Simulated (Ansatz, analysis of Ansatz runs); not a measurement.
**A hop of Na in Na2WO4 (Fd-3m), charge 0**

Aim: the barrier of one jump in Na2WO4 (Fd-3m) at charge 0: Na_i by the interstitialcy path. The model is a cell of 56 host atoms with 1 Na put in; Na is the atom that moves.

Method: plane-wave PAW DFT, PBEsol; relaxation of all atoms of a defect supercell, in Ansatz 0.2.0.

## (1) The starting structure

The cell holds 57 atoms: 17 Na, 8 W and 32 O. Its edges and angles: a = 9.109 Å, b = 9.109 Å, c = 9.109 Å, α = 90.0°, β = 90.0°, γ = 90.0°. It derives from Na2WO4 (space group Fd-3m). Nearest the centre at fractional (0.625, 0.512, 0.238): Na57 at 1.46 Å, Na16 at 1.46 Å, O31 at 1.64 Å, O52 at 1.64 Å, W19 at 2.64 Å, W24 at 2.64 Å, Na8 at 2.79 Å, Na9 at 2.79 Å.

The cell's shortest repeat is 9.1 Å.

## (2) Relaxation of the start point, charge 0

A barrier is counted from a minimum, so both ends are relaxed first. Small random displacements break the symmetry of the ideal sites, so that the defect can distort if it gains by it. The cell holds an odd number of electrons, so the run is spin-polarised with the moment held at 1 μB.

Contents of q0_M1.start/input.yaml:

```yaml
crystal:
  lattice:
    - [9.1091061, 0.0, 0.0]
    - [0.0, 9.1091061, 0.0]
    - [0.0, 0.0, 9.1091061]
  atoms:
    - { symbol: Na, position: [0.125, 0.375, 0.375] }
    - { symbol: Na, position: [0.125, 0.875, 0.875] }
    - { symbol: Na, position: [0.625, 0.375, 0.875] }
    - { symbol: Na, position: [0.625, 0.875, 0.375] }
    - { symbol: Na, position: [0.375, 0.125, 0.375] }
    - { symbol: Na, position: [0.375, 0.625, 0.875] }
    - { symbol: Na, position: [0.875, 0.125, 0.875] }
    - { symbol: Na, position: [0.875, 0.625, 0.375] }
    - { symbol: Na, position: [0.375, 0.375, 0.125] }
    - { symbol: Na, position: [0.375, 0.875, 0.625] }
    - { symbol: Na, position: [0.875, 0.375, 0.625] }
    - { symbol: Na, position: [0.875, 0.875, 0.125] }
    - { symbol: Na, position: [0.125, 0.125, 0.125] }
    - { symbol: Na, position: [0.125, 0.625, 0.625] }
    - { symbol: Na, position: [0.625, 0.125, 0.625] }
    - { symbol: Na, position: [0.625, 0.625, 0.125] }
    - { symbol: W, position: [0.25, 0.25, 0.75] }
    - { symbol: W, position: [0.25, 0.75, 0.25] }
    - { symbol: W, position: [0.75, 0.25, 0.25] }
    - { symbol: W, position: [0.75, 0.75, 0.75] }
    - { symbol: W, position: [0.0, 0.0, 0.5] }
    - { symbol: W, position: [0.0, 0.5, 0.0] }
    - { symbol: W, position: [0.5, 0.0, 0.0] }
    - { symbol: W, position: [0.5, 0.5, 0.5] }
    - { symbol: O, position: [0.36328797, 0.13671203, 0.63671203] }
    - { symbol: O, position: [0.36328797, 0.63671203, 0.13671203] }
    - { symbol: O, position: [0.86328797, 0.13671203, 0.13671203] }
    - { symbol: O, position: [0.86328797, 0.63671203, 0.63671203] }
    - { symbol: O, position: [0.13671203, 0.36328797, 0.63671203] }
    - { symbol: O, position: [0.13671203, 0.86328797, 0.13671203] }
    - { symbol: O, position: [0.63671203, 0.36328797, 0.13671203] }
    - { symbol: O, position: [0.63671203, 0.86328797, 0.63671203] }
    - { symbol: O, position: [0.13671203, 0.13671203, 0.86328797] }
    - { symbol: O, position: [0.13671203, 0.63671203, 0.36328797] }
    - { symbol: O, position: [0.63671203, 0.13671203, 0.36328797] }
    - { symbol: O, position: [0.63671203, 0.63671203, 0.86328797] }
    - { symbol: O, position: [0.36328797, 0.36328797, 0.86328797] }
    - { symbol: O, position: [0.36328797, 0.86328797, 0.36328797] }
    - { symbol: O, position: [0.86328797, 0.36328797, 0.36328797] }
    - { symbol: O, position: [0.86328797, 0.86328797, 0.86328797] }
    - { symbol: O, position: [0.38671203, 0.11328797, 0.11328797] }
    - { symbol: O, position: [0.38671203, 0.61328797, 0.61328797] }
    - { symbol: O, position: [0.88671203, 0.11328797, 0.61328797] }
    - { symbol: O, position: [0.88671203, 0.61328797, 0.11328797] }
    - { symbol: O, position: [0.11328797, 0.38671203, 0.11328797] }
    - { symbol: O, position: [0.11328797, 0.88671203, 0.61328797] }
    - { symbol: O, position: [0.61328797, 0.38671203, 0.61328797] }
    - { symbol: O, position: [0.61328797, 0.88671203, 0.11328797] }
    - { symbol: O, position: [0.11328797, 0.11328797, 0.38671203] }
    - { symbol: O, position: [0.11328797, 0.61328797, 0.88671203] }
    - { symbol: O, position: [0.61328797, 0.11328797, 0.88671203] }
    - { symbol: O, position: [0.61328797, 0.61328797, 0.38671203] }
    - { symbol: O, position: [0.38671203, 0.38671203, 0.38671203] }
    - { symbol: O, position: [0.38671203, 0.88671203, 0.88671203] }
    - { symbol: O, position: [0.88671203, 0.38671203, 0.88671203] }
    - { symbol: O, position: [0.88671203, 0.88671203, 0.38671203] }
    - { symbol: Na, position: [0.625, 0.398085, 0.351915] }
basis:
  ecutwfc: 420
  xc_grid: 2
hamiltonian:
  xc: pbesol
kpoints:
  mp_grid: { grid: [1, 1, 1], shift: [0.25, 0.25, 0.25] }
magnetization:
  spin_polarized: true
  initial_magnetization: 1
  spin_locking: { lock_magnetization: hard }
scf:
  occupations: { method: fixed }
  max_iter: 120
output:
  forces: true
relax:
  f_tol: 0.02
  max_steps: 70
  random_displacement: { amplitude: 0.03, seed: 799 }
```

The run is started by

```bash
$ ansatz run input.yaml --threads 4 --pin off --max-ram 14131MiB --backend cpu --events-out ev --progress --plain --runs-dir out
```

Numbers of over 12 decimals in the logs are rounded to 6 here.

The log of the run:

```text
[... repeated set-up lines and file paths are left out, and long positions are rounded to six places ...]
The last accepted step is kept in <dir> (removed where the run ends without a failure and the disk answers)
Engine: ansatz 0.2.0, aarch64-unknown-linux-gnu
Pseudopotentials: kind: paw
Pseudopotential: Na, paw, valence charge 9, recommended cutoff 420 eV (normal), Na.paw.azcp
Pseudopotential: W, paw, valence charge 14, recommended cutoff 420 eV (normal), W.paw.azcp
Pseudopotential: O, paw, valence charge 6, recommended cutoff 420 eV (normal), O.paw.azcp
Functional definition: PBEsol
  exchange = pbesol_x
  correlation = pbesol_c
Crystal: 57 atoms, lattice volume = 755.835 Å³
Basis set: ecut = 420 eV, 14771 PW (Γ), exchange–correlation on 128×128×128 points (8 copies of the dense FFT grid, shifted against one another)
Bands: 286, of which v1, the nominal top of the filled ones, is band 229 counted from 1 (228 counted from 0)
Symmetry: 1 space group operations
k-points: 1
Non-local potential: Na, projectors of the file, l = 0: 3, l = 1: 2, l = 2: 1
Non-local potential: W, projectors of the file, l = 0: 3, l = 1: 2, l = 2: 2, l = 3: 1
Non-local potential: O, projectors of the file, l = 0: 2, l = 1: 2, l = 2: 1
PAW form: soft (Blöchl's): semilocal exchange-correlation on the pseudo side does not see the compensation charge
PAW frozen core: Na, regenerated for the run's functional, and the local potential with it (the file was generated under x = pbe(κ = 0.804, μ = 0.219515), c = pbe(β = 0.066725))
PAW frozen core: W, regenerated for the run's functional, and the local potential with it (the file was generated under x = pbe(κ = 0.804, μ = 0.219515), c = pbe(β = 0.066725))
PAW frozen core: O, regenerated for the run's functional, and the local potential with it (the file was generated under x = pbe(κ = 0.804, μ = 0.219515), c = pbe(β = 0.066725))
PAW one-centre angular grid: Na, 110 points (default); XC on 64 Gauss nodes
PAW one-centre angular grid: W, 590 points (default); XC on 64 Gauss nodes
PAW one-centre angular grid: O, 110 points (default); XC on 64 Gauss nodes
Initial density: superposition of atomic densities (chi_scale 0.1, normalization cell, long waves kept (reshape's long-wave potential 0.44 eV rms))
Starting moments: Σ|m| = 1 μB on 57 of 57 sites
Initial wavefunctions: pseudopotential atomic-orbital guess
Functional: x = pbesol(κ = 0.804, μ = 0.123457), c = pbesol(β = 0.046)
SCF iter   1: F=—  HF=-125170.965035 eV  |F-HF|=—  |Δ(HF+E_count)|=         —  Δρ=5.55e-2 (↑5.40e-2 ↓5.55e-2)  dr2=1.67e2  dr2_m=2.09e-2  M=1.000 μB ∫|m|=1.004 μB  β_m=0.30  ethr=3.10e-3  ⟨swp⟩=5.0  Hψ=1670  notcnv=0  defer=104
preconditioner: auto → Resta (q_TF=auto, 2.509 Å⁻¹)  ε∞=3.9  [insulator: Δε(μ)=0.355 eV  Ē_g=12.478 eV  n_scr=202 (ndim 8)  ℏωp=21.1 eV  f_vac=0.000  ε∞_Penn≈3.9]
spin=Collinear: Resta preconditioning applied to the charge; magnetization (m = ρ↑ − ρ↓) channel mixes plain (no charge-response kernel on spin).
SCF iter   2: F=—  HF=-125137.758822 eV  |F-HF|=—  |Δ(HF+E_count)|=    3.32e1  Δρ=3.17e-2 (↑3.14e-2 ↓3.17e-2)  dr2=5.04e1  dr2_m=1.84e-1  M=1.000 μB ∫|m|=1.047 μB  β_m=0.44  ethr=3.10e-3  ⟨swp⟩=3.0  Hψ=988  notcnv=0  defer=107
SCF iter   3: F=—  HF=-125123.859856 eV  |F-HF|=—  |Δ(HF+E_count)|=    1.39e1  Δρ=1.77e-2 (↑1.77e-2 ↓1.19e-2)  dr2=1.04e1  dr2_m=2.98e-1  M=1.000 μB ∫|m|=1.083 μB  β_m=0.50  ethr=3.10e-3  ⟨swp⟩=5.0  Hψ=1553  notcnv=0  defer=108
SCF iter   4: F=—  HF=-125121.884725 eV  |F-HF|=—  |Δ(HF+E_count)|=    1.98e0  Δρ=1.36e-2 (↑1.36e-2 ↓6.40e-3)  dr2=5.02e0  dr2_m=2.21e-1  M=1.000 μB ∫|m|=1.090 μB  β_m=0.48  ethr=2.27e-3  ⟨swp⟩=3.5  Hψ=1059  notcnv=0  defer=108
SCF iter   5: F=—  HF=-125120.942436 eV  |F-HF|=—  |Δ(HF+E_count)|=   9.42e-1  Δρ=8.77e-3 (↑8.77e-3 ↓3.45e-3)  dr2=1.63e0  dr2_m=1.06e-1  M=1.000 μB ∫|m|=1.067 μB  β_m=0.69  ethr=1.10e-3  ⟨swp⟩=3.5  Hψ=1293  notcnv=0  defer=111
SCF iter   6: F=—  HF=-125121.054632 eV  |F-HF|=—  |Δ(HF+E_count)|=   1.12e-1  Δρ=9.84e-3 (↑9.84e-3 ↓2.29e-3)  dr2=2.23e0  dr2_m=1.44e-1  M=1.000 μB ∫|m|=1.097 μB  β_m=0.57  ethr=3.58e-4  ⟨swp⟩=4.5  Hψ=1518  notcnv=0  defer=110
SCF iter   7: F=—  HF=-125120.988333 eV  |F-HF|=—  |Δ(HF+E_count)|=   6.63e-2  Δρ=1.06e-2 (↑1.06e-2 ↓1.33e-3)  dr2=2.08e0  dr2_m=1.88e-1  M=1.000 μB ∫|m|=1.121 μB  β_m=0.54  ethr=3.58e-4  ⟨swp⟩=3.5  Hψ=664  notcnv=0  defer=111
SCF iter   8: F=—  HF=-125120.862284 eV  |F-HF|=—  |Δ(HF+E_count)|=   1.26e-1  Δρ=4.51e-3 (↑4.51e-3 ↓8.30e-4)  dr2=4.02e-1  dr2_m=3.32e-2  M=1.000 μB ∫|m|=1.081 μB  β_m=0.67  ethr=3.58e-4  ⟨swp⟩=2.0  Hψ=623  notcnv=0  defer=110
SCF iter   9: F=—  HF=-125120.905885 eV  |F-HF|=—  |Δ(HF+E_count)|=   4.36e-2  Δρ=9.87e-3 (↑9.87e-3 ↓4.63e-4)  dr2=1.85e0  dr2_m=1.67e-1  M=1.000 μB ∫|m|=1.112 μB  β_m=0.63  ethr=8.79e-5  ⟨swp⟩=4.0  Hψ=669  notcnv=0  defer=111  recentre
SCF iter  10: F=—  HF=-125120.837293 eV  |F-HF|=—  |Δ(HF+E_count)|=   6.86e-2  Δρ=2.63e-3 (↑2.63e-3 ↓4.70e-4)  dr2=1.34e-1  dr2_m=1.10e-2  M=1.000 μB ∫|m|=1.072 μB  β_m=0.54  ethr=8.79e-5  ⟨swp⟩=3.5  Hψ=557  notcnv=0  defer=111
SCF iter  11: F=—  HF=-125120.817232 eV  |F-HF|=—  |Δ(HF+E_count)|=   2.01e-2  Δρ=2.67e-3 (↑2.67e-3 ↓2.78e-4)  dr2=1.34e-1  dr2_m=1.22e-2  M=1.000 μB ∫|m|=1.061 μB  β_m=0.58  ethr=2.93e-5  ⟨swp⟩=5.5  Hψ=670  notcnv=0  defer=110
SCF iter  12: F=—  HF=-125120.814073 eV  |F-HF|=—  |Δ(HF+E_count)|=   3.16e-3  Δρ=1.93e-3 (↑1.93e-3 ↓1.91e-4)  dr2=6.74e-2  dr2_m=6.39e-3  M=1.000 μB ∫|m|=1.058 μB  β_m=0.52  ethr=2.93e-5  ⟨swp⟩=5.0  Hψ=574  notcnv=0  defer=111
SCF iter  13: F=—  HF=-125120.812925 eV  |F-HF|=—  |Δ(HF+E_count)|=   1.15e-3  Δρ=3.44e-4 (↑3.44e-4 ↓1.26e-4)  dr2=1.39e-3  dr2_m=1.67e-4  M=1.000 μB ∫|m|=1.056 μB  β_m=0.54  ethr=1.47e-5  ⟨swp⟩=1.5  Hψ=549  notcnv=0  defer=111
SCF iter  14: F=—  HF=-125120.814593 eV  |F-HF|=—  |Δ(HF+E_count)|=   1.67e-3  Δρ=2.25e-4 (↑2.25e-4 ↓4.41e-5)  dr2=5.39e-4  dr2_m=8.71e-5  M=1.000 μB ∫|m|=1.056 μB  β_m=0.55  ethr=3.05e-7  ⟨swp⟩=2.5  Hψ=727  notcnv=0  defer=107
SCF iter  15: F=—  HF=-125120.814589 eV  |F-HF|=—  |Δ(HF+E_count)|=   4.34e-6  Δρ=1.31e-4 (↑1.31e-4 ↓2.81e-5)  dr2=1.84e-4  dr2_m=2.88e-5  M=1.000 μB ∫|m|=1.057 μB  β_m=0.57  ethr=1.18e-7  ⟨swp⟩=2.5  Hψ=683  notcnv=0  defer=107
SCF iter  16: F=—  HF=-125120.814589 eV  |F-HF|=—  |Δ(HF+E_count)|=   8.16e-7  Δρ=2.22e-4 (↑2.22e-4 ↓1.37e-5)  dr2=9.01e-4  dr2_m=8.52e-5  M=1.000 μB ∫|m|=1.057 μB  β_m=0.56  ethr=4.02e-8  ⟨swp⟩=2.5  Hψ=794  notcnv=0  defer=107  recentre
[...]
relax step  20: F+E_penalty+E_count = -125126.21444381 eV  Δ(F+E_penalty+E_count) = -6.328e-2 eV  max|allowed force component| = 1.937e-1 eV/Å  Δτ_max = 0.2000 Å  (10 SCF iters, dr2 threshold 1.57e-5 eV, accepted)
relax step  21: F+E_penalty+E_count = -125126.26100309 eV  Δ(F+E_penalty+E_count) = -4.656e-2 eV  max|allowed force component| = 2.743e-1 eV/Å  Δτ_max = 0.1982 Å  (11 SCF iters, dr2 threshold 1.58e-5 eV, accepted)
relax step  22: F+E_penalty+E_count = -125126.30101820 eV  Δ(F+E_penalty+E_count) = -4.002e-2 eV  max|allowed force component| = 3.783e-1 eV/Å  Δτ_max = 0.0416 Å  (8 SCF iters, dr2 threshold 7.52e-5 eV, accepted)
relax step  23: F+E_penalty+E_count = -125126.38811395 eV  Δ(F+E_penalty+E_count) = -8.710e-2 eV  max|allowed force component| = 8.092e-1 eV/Å  Δτ_max = 0.1908 Å  (8 SCF iters, dr2 threshold 1.00e-4 eV, accepted)
relax step  24: F+E_penalty+E_count = -125126.35625759 eV  Δ(F+E_penalty+E_count) = +3.186e-2 eV  max|allowed force component| = 6.858e-1 eV/Å  Δτ_max = 0.1954 Å  (8 SCF iters, dr2 threshold 1.00e-4 eV, rejected (line search))
relax step  25: F+E_penalty+E_count = -125126.46414416 eV  Δ(F+E_penalty+E_count) = -7.603e-2 eV  max|allowed force component| = 6.114e-1 eV/Å  Δτ_max = 0.0976 Å  (11 SCF iters, accepted)
relax step  26: F+E_penalty+E_count = -125126.52786089 eV  Δ(F+E_penalty+E_count) = -6.372e-2 eV  max|allowed force component| = 3.636e-1 eV/Å  Δτ_max = 0.1000 Å  (7 SCF iters, dr2 threshold 1.00e-4 eV, accepted)
relax step  27: F+E_penalty+E_count = -125126.54570790 eV  Δ(F+E_penalty+E_count) = -1.785e-2 eV  max|allowed force component| = 2.674e-1 eV/Å  Δτ_max = 0.1500 Å  (8 SCF iters, dr2 threshold 4.68e-5 eV, accepted)
relax step  28: F+E_penalty+E_count = -125126.56013043 eV  Δ(F+E_penalty+E_count) = -1.442e-2 eV  max|allowed force component| = 1.830e-1 eV/Å  Δτ_max = 0.0586 Å  (7 SCF iters, dr2 threshold 2.53e-5 eV, accepted)
relax step  29: F+E_penalty+E_count = -125126.56377287 eV  Δ(F+E_penalty+E_count) = -3.642e-3 eV  max|allowed force component| = 5.563e-2 eV/Å  Δτ_max = 0.0302 Å  (7 SCF iters, dr2 threshold 1.57e-5 eV, accepted)
relax step  30: F+E_penalty+E_count = -125126.56482587 eV  Δ(F+E_penalty+E_count) = -1.053e-3 eV  max|allowed force component| = 2.421e-2 eV/Å  Δτ_max = 0.0136 Å  (9 SCF iters, accepted)
SCF iter   1: F=—  HF=-125126.563283 eV  |F-HF|=—  |Δ(HF+E_count)|=         —  Δρ=1.85e-4 (↑1.78e-4 ↓1.85e-4)  dr2=5.24e-4  dr2_m=2.69e-6  M=1.000 μB ∫|m|=1.057 μB  β_m=0.30  ethr=1.04e-6  ⟨swp⟩=2.0  Hψ=991  notcnv=0  defer=111
SCF iter   2: F=—  HF=-125126.563203 eV  |F-HF|=—  |Δ(HF+E_count)|=   7.98e-5  Δρ=1.34e-4 (↑1.28e-4 ↓1.34e-4)  dr2=2.77e-4  dr2_m=1.42e-6  M=1.000 μB ∫|m|=1.057 μB  β_m=0.65  ethr=1.15e-7  ⟨swp⟩=1.0  Hψ=612  notcnv=0  defer=95
SCF iter   3: F=—  HF=-125126.563114 eV  |F-HF|=—  |Δ(HF+E_count)|=   8.87e-5  Δρ=4.13e-5 (↑4.13e-5 ↓4.06e-5)  dr2=4.94e-5  dr2_m=5.81e-8  M=1.000 μB ∫|m|=1.056 μB  β_m=0.52  ethr=6.07e-8  ⟨swp⟩=2.0  Hψ=918  notcnv=0  defer=94
SCF iter   4: F=—  HF=-125126.564912 eV  |F-HF|=—  |Δ(HF+E_count)|=   1.80e-3  Δρ=8.51e-6 (↑8.41e-6 ↓8.51e-6)  dr2=1.43e-6  dr2_m=8.20e-9  M=1.000 μB ∫|m|=1.056 μB  β_m=0.74  ethr=1.08e-8  ⟨swp⟩=2.0  Hψ=695  notcnv=0  defer=94
SCF iter   5: F=—  HF=-125126.564913 eV  |F-HF|=—  |Δ(HF+E_count)|=   5.66e-7  Δρ=4.75e-6 (↑4.75e-6 ↓3.81e-6)  dr2=6.65e-7  dr2_m=1.17e-8  M=1.000 μB ∫|m|=1.056 μB  β_m=0.71  ethr=3.13e-10  ⟨swp⟩=2.0  Hψ=834  notcnv=0  defer=94
SCF iter   6: F=—  HF=-125126.564913 eV  |F-HF|=—  |Δ(HF+E_count)|=   2.92e-8  Δρ=3.47e-6 (↑3.47e-6 ↓2.22e-6)  dr2=3.31e-7  dr2_m=9.47e-9  M=1.000 μB ∫|m|=1.056 μB  β_m=0.58  ethr=1.45e-10  ⟨swp⟩=2.0  Hψ=782  notcnv=0  defer=94
SCF iter   7: F=-125126.564913 eV  HF=-125126.564913 eV  |F-HF|=1.55e-8  |Δ(HF+E_count)|=   2.58e-8  Δρ=1.03e-6 (↑1.03e-6 ↓9.55e-7)  dr2=3.25e-8  dr2_m=1.77e-10  M=1.000 μB ∫|m|=1.056 μB  ethr=2.19e-11  ⟨swp⟩=2.0  Hψ=1414  notcnv=0
SCF 31 converged in 7 iterations: F = -125126.564913 eV  dr2 = 3.25e-8
relax step  31: F+E_penalty+E_count = -125126.56491281 eV  Δ(F+E_penalty+E_count) = -8.695e-5 eV  max|allowed force component| = 7.212e-3 eV/Å  Δτ_max = 0.0051 Å  (7 SCF iters, accepted)
SCF converged after 7 iterations
Stability checked in part: among states of this total moment the steps that led to this state did not find it unstable. No probe was made; neither looks for a lower state of another moment (fixed_total_moment; see scf.lower_state_search)
Magnetization: 1.0000 μB (229.0000 up, 228.0000 down)
Absolute magnetization: 1.0624 μB (∫|ρ↑−ρ↓|, with the PAW one-centre terms)
Spin contamination: 0.0015 ħ² per cell (⟨S²⟩ above its minimum at these occupations)
Per-site moments (μB) at R_I (Å): [(0.000241437, 0.966909), (0.000241276, 0.966890), (0.000368144, 0.922105), [... 54 left out ...]
Free energy (F): -125126.564913 eV
Harris-Foulkes:  -125126.564913 eV  (|F-HF|=1.55e-8)
Internal energy: -125126.564913 eV  (E = F + TS)
E sigma→0 (E₀):  -125126.564913 eV
Fermi energy:    8.843735 (↑ 8.843735, ↓ 5.365287) eV
--- Per-component energies (eV) ---
  E_band       = -5875.739273
  E_kinetic    = 11229.004060
  E_local      = -41325.917019  (includes V_loc(G=0)·N_el)
  E_nonlocal   = 3539.793160
  E_hartree    = 14608.802807
  E_xc         = -5094.362764
  E_vxc        = -5727.218220  (∫ρ·V_xc dr)
  E_paw        = -76665.240029  (= ΣΔE_a)
  E_vpaw       = -2809.085135  (= ΣTr[D̂ρ^β])
  E_aug_tail   = 0.078091  (compensation charges beyond the density's cutoff)
  E_ewald      = -31422.556563
  E_core_change = 3.833345  (= ΣΔE_core)
  E_smearing   = -0.000000  (= −TS)
  E_closure    = 0.000000  (closes the sum)
  Σ components = -125126.564913   (vs F -125126.564913, Δ=0.00e0)
--- Forces (eV/Å), atoms counted from 1 ---
  atom   1  Na     0.00043273     0.00039886    -0.00032859
  atom   2  Na    -0.00056398    -0.00036904     0.00038010
  [... 5 atoms left out ...]
  atom   8  Na     0.00086212    -0.00019734     0.00059618
  atom   9  Na    -0.00021434    -0.00033315     0.00022762
  [... 6 atoms left out ...]
  atom  16  Na    -0.00002715    -0.00091795    -0.00076303
  [... 2 atoms left out ...]
  atom  19  W     -0.00040308     0.00109767     0.00010588
  [... 4 atoms left out ...]
  atom  24  W     -0.00673965    -0.00630867    -0.00528364
  [... 6 atoms left out ...]
  atom  31  O      0.00034589    -0.00069474    -0.00098222
  [... 7 atoms left out ...]
  atom  39  O      0.00039123    -0.00049903     0.00036860
  [... 12 atoms left out ...]
  atom  52  O     -0.00143826    -0.00097648     0.00167502
  atom  53  O      0.00526083     0.00484030     0.00578787
  [... 3 atoms left out ...]
  atom  57  Na     0.00000163     0.00077857     0.00085246
  max |Σ_I F_I| component: 3.19e-5 eV/Å
--- Relaxed structure (31 steps of the walk, 30 accepted, 0 SCFs on fresh bases) ---
  F+E_penalty+E_count = -125126.56491281 eV   max|allowed force component| = 7.212e-3 eV/Å
  atoms:
    - { symbol: Na, position: [0.136107, 0.377589, 0.387061] }
    - { symbol: Na, position: [0.113710, 0.864369, 0.870317] }
    [... 5 atoms left out ...]
    - { symbol: Na, position: [0.887765, 0.625112, 0.375623] }
    - { symbol: Na, position: [0.368820, 0.365058, 0.125557] }
    [... 6 atoms left out ...]
    - { symbol: Na, position: [0.681554, 0.678203, 0.002310] }
    [... 2 atoms left out ...]
    - { symbol: W, position: [0.750868, 0.247565, 0.247963] }
    [... 4 atoms left out ...]
    - { symbol: W, position: [0.513733, 0.509832, 0.564141] }
    [... 6 atoms left out ...]
    - { symbol: O, position: [0.636077, 0.363739, 0.136090] }
    [... 7 atoms left out ...]
    - { symbol: O, position: [0.863674, 0.360491, 0.360568] }
    [... 12 atoms left out ...]
    - { symbol: O, position: [0.641620, 0.637672, 0.468952] }
    - { symbol: O, position: [0.422367, 0.418444, 0.409136] }
    [... 3 atoms left out ...]
    - { symbol: Na, position: [0.568269, 0.563788, 0.255031] }
```

Elapsed: 9.2 min, on 4 threads of Arm Neoverse V2, shared host; peak memory 2.1 GiB.

The steps of the relaxation (22 of 31):

| step | energy less that of the first step (eV) | largest force component (eV/Å) |
| --- | --- | --- |
| 1 | 0.0000 | 8.6470 |
| 2 | -3.3576 | 2.8313 |
| 4 | -4.7024 | 0.6719 |
| 5 | -4.8398 | 0.2311 |
| 7 | -4.8515 | 0.0446 |
| 8 | -4.8516 | 0.1166 |
| 10 | -4.8607 | 0.1229 |
| 11 | -4.8806 | 0.1797 |
| 12 | -4.9018 | 0.2526 |
| 14 | -5.0370 | 0.2470 |
| 15 | -5.1135 | 0.3265 |
| 17 | -5.2832 | 0.1455 |
| 18 | -5.3088 | 0.2980 |
| 20 | -5.3999 | 0.1937 |
| 21 | -5.4464 | 0.2743 |
| 22 | -5.4864 | 0.3783 |
| 24 | -5.5417 | 0.6858 |
| 25 | -5.6496 | 0.6114 |
| 27 | -5.7311 | 0.2674 |
| 28 | -5.7456 | 0.1830 |
| 30 | -5.7502 | 0.0242 |
| 31 | -5.7503 | 0.0072 |

Relaxation step 24 was tried and not accepted.

The atoms that moved most (Å, from the sites as typed, ahead of the random displacement, the mean shift of all atoms taken out):

| atom | dx | dy | dz | length |
| --- | --- | --- | --- | --- |
| Na57 | -0.516 | 1.510 | -0.880 | 1.822 |
| Na16 | 0.516 | 0.485 | -1.115 | 1.321 |
| O52 | 0.259 | 0.222 | 0.752 | 0.826 |
| O36 | -0.259 | -0.295 | -0.679 | 0.785 |
| W24 | 0.126 | 0.090 | 0.587 | 0.607 |
| W20 | -0.126 | -0.162 | -0.515 | 0.554 |
| O40 | -0.326 | -0.362 | -0.135 | 0.505 |
| O53 | 0.326 | 0.289 | 0.207 | 0.482 |

Neighbours of Na57 at the end:

| atom | distance (Å) |
| --- | --- |
| O52 | 2.167 |
| O31 | 2.208 |
| O26 | 2.209 |
| O53 | 2.343 |
| Na16 | 2.730 |
| Na9 | 2.823 |
| W24 | 2.901 |
| O44 | 3.131 |
| O48 | 3.140 |
| Na8 | 3.160 |
| Na4 | 3.163 |

Numbers from this step:

```yaml
free_energy: -125126.5649 eV
total_moment: 1 μB
integral_of_the_absolute_spin_density: 1.062 μB
spin_contamination: 0.001471
r_m_s_move_of_the_farther_half_of_the_atoms: 0.1683 Å
largest_move_from_the_ideal_geometry_of_this_structure_a_common_shift_of_the_far_atoms_taken_out: 1.856 Å
```

The relaxation gained 5.750 eV and ended with a largest force component of 0.0072 eV/Å.

(Continued in part 2 of 2.)

[Logs are printed without paths, hosts, clocks, repeated set-up lines and the standing remarks that a program may print on its own settings, such as how far it seeks lower states.]

[Hosts, paths, dates, database ids (printed as entryN), source tags and the programs' standing remarks are cut or masked in the printed files.]
